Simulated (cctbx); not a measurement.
**ErMg4Zn8: solution and refinement**

Cell a = 9.2320 Å, b = 9.2320 Å, c = 5.3310 Å, α = 90.00°, β = 90.00°, γ = 90.00°; space group I4/mmm (no. 139); content Er2 Zn16 Mg8.

The data are simulated with cctbx, not measured: Ga Kα, λ = 1.3414 Å, to d = 0.83 Å, 95 % of the full sphere, strongest reflection 40000 counts, noise from counting, a 1.5 % proportional error and a noise floor of 2 counts (s.d.); no absorption.

1 earlier start (other random phases, and plain and normalised amplitudes in turn) led nowhere (symmetry correlation 0.84).

Charge flipping in P1 on plain amplitudes to 0.83 Å, δ = 1.1 σ, 20 % of the reflections treated as weak, 300 cycles:

```text
cycle      R  skewness
    0  0.525     0.28
   25  0.224     4.59
   50  0.202     4.37
   75  0.211     4.27
  100  0.199     4.31
  125  0.201     4.21
  150  0.200     4.19
  175  0.193     4.25
  200  0.206     4.22
  225  0.193     4.27
  250  0.206     4.11
  275  0.191     4.19
origin shift          correlation  skewness
 0.294  0.389 -0.010      0.827      3.77
-0.012  0.359  0.055      0.828      1.52
 0.305  0.848  0.001      0.762      1.43
 0.129  0.425  0.057      0.780      1.19
taken: symmetry correlation 0.827, skewness 3.77
peak      x       y       z  mult  height/sigma
Q1    0.0000  0.0000  0.0000    2     18.0
Q2    0.0000  0.3283  0.0000    8     10.0
Q3    0.0000  0.2240  0.5000    8      5.2
Q4    0.1740  0.2802  0.0000   16      3.7
Q5    0.2500  0.2500  0.2500    8      3.2
Q6    0.0000  0.5000  0.5000    4      2.7
Q7    0.0000  0.1226  0.5000    8      2.7
Q8    0.1377  0.1377  0.5000    8      1.8
Q9    0.0000  0.2636  0.2506   16      1.3
```

The origin is taken among those within 0.04 of the best correlation, by the skewness of the map.

Run time: 0.42 s on 1 thread of Arm Neoverse V2, on a shared host, peak memory 0.08 GiB.

**Question.** Which peaks are atoms, and which elements?

Heights go roughly as Z and multiplicities must add up to the content. First model: Q1 = Er1 (2 in the cell, height 18.0), Q2 = Zn1 (8 in the cell, height 10.0), Q3 = Zn2 (8 in the cell, height 5.2) and Q5 = Mg1 (8 in the cell, height 3.2). Against the true structure, Q1 is Er, Q2 is Zn, Q3 is Zn and Q5 is Mg; the other peaks are not atoms.

Least squares on F², isotropic:

```text
Rint 0.017, 143 unique reflections to 0.84 A
cycle     R1     wR2    GooF  max shift (A)
   1  0.2859  0.6132  69.314   0.22582
   3  0.0049  0.0133   1.505   0.00000
final R1 0.0049 wR2 0.0133 GooF 1.505  parameters 6  data/parameter 23.8
atom        x        y        z      Ueq    occ   su(xyz)  su(Uiso or U11)
Er1    0.00000  0.00000  0.00000   0.0046  1.000  0.00000  0.0001
Zn1    0.00000  0.35273  0.00000   0.0067  1.000  0.00003  0.0001
Zn2    0.00000  0.21988  0.50000   0.0068  1.000  0.00003  0.0001
Mg1    0.25000  0.25000  0.25000   0.0101  1.000  0.00000  0.0002
difference map: max 0.35 min -0.23 rms 0.05
Q1    0.0000  0.2992  0.0000    8    0.37  0.49 A from Zn1
Q2    0.0000  0.4020  0.0000    8    0.23  0.45 A from Zn1
Q3    0.0000  0.0000  0.0845    4    0.22  0.45 A from Er1
Q4    0.1778  0.1778  0.5000    8    0.17  1.63 A from Mg1
Q5    0.2095  0.2905  0.2500   16    0.16  0.53 A from Mg1
```

Anisotropic refinement:

```text
Rint 0.017, 143 unique reflections to 0.84 A
cycle     R1     wR2    GooF  max shift (A)
   1  0.0049  0.0134   1.556   0.00007
   2  0.0036  0.0080   0.930   0.00000
final R1 0.0036 wR2 0.0080 GooF 0.930  parameters 14  data/parameter 10.2
atom        x        y        z      Ueq    occ   su(xyz)  su(Uiso or U11)
Er1    0.00000  0.00000  0.00000   0.0046  1.000  0.00000  0.0001
Zn1    0.00000  0.35272  0.00000   0.0067  1.000  0.00002  0.0001
Zn2    0.00000  0.21989  0.50000   0.0068  1.000  0.00002  0.0001
Mg1    0.25000  0.25000  0.25000   0.0101  1.000  0.00000  0.0001
difference map: max 0.13 min -0.13 rms 0.03
Q1    0.1777  0.1777  0.5000    8    0.13  1.63 A from Mg1
Q2    0.1221  0.1221  0.1327   16    0.12  1.74 A from Er1
Q3    0.0509  0.4491  0.2500   16    0.11  1.67 A from Zn1
Q4    0.0000  0.0818  0.1318   16    0.10  1.03 A from Er1
Q5    0.1068  0.3257  0.5000   16    0.09  1.39 A from Zn2
Q6    0.0000  0.1685  0.0000    8    0.08  1.56 A from Er1
```

**Reading.** The refinement ends at R1 = 0.0036, wR2 = 0.0080, GooF = 0.93, with difference density between -0.13 and 0.13 e/Å³. Every site matches the true model in element, within 0.001 Å r.m.s., up to an allowed shift of origin.

True model:

| atom | mult. | x | y | z | Ueq (Å²) |
| --- | --- | --- | --- | --- | --- |
| Er1 | 2 | 0 | 0 | 0 | 0.0046 |
| Zn1 | 8 | 0 | 0.7801 | 1/2 | 0.0068 |
| Zn2 | 8 | 0 | 0.3527 | 0 | 0.0067 |
| Mg1 | 8 | 1/4 | 3/4 | 1/4 | 0.0100 |

This is a model crystal, built by substitution and not relaxed, with assumed displacement parameters.

[Middle refinement cycles are left out of these outputs.]

[Logs are printed without paths, hosts, clocks, repeated set-up lines and the standing remarks that a program may print on its own settings, such as how far it seeks lower states.]
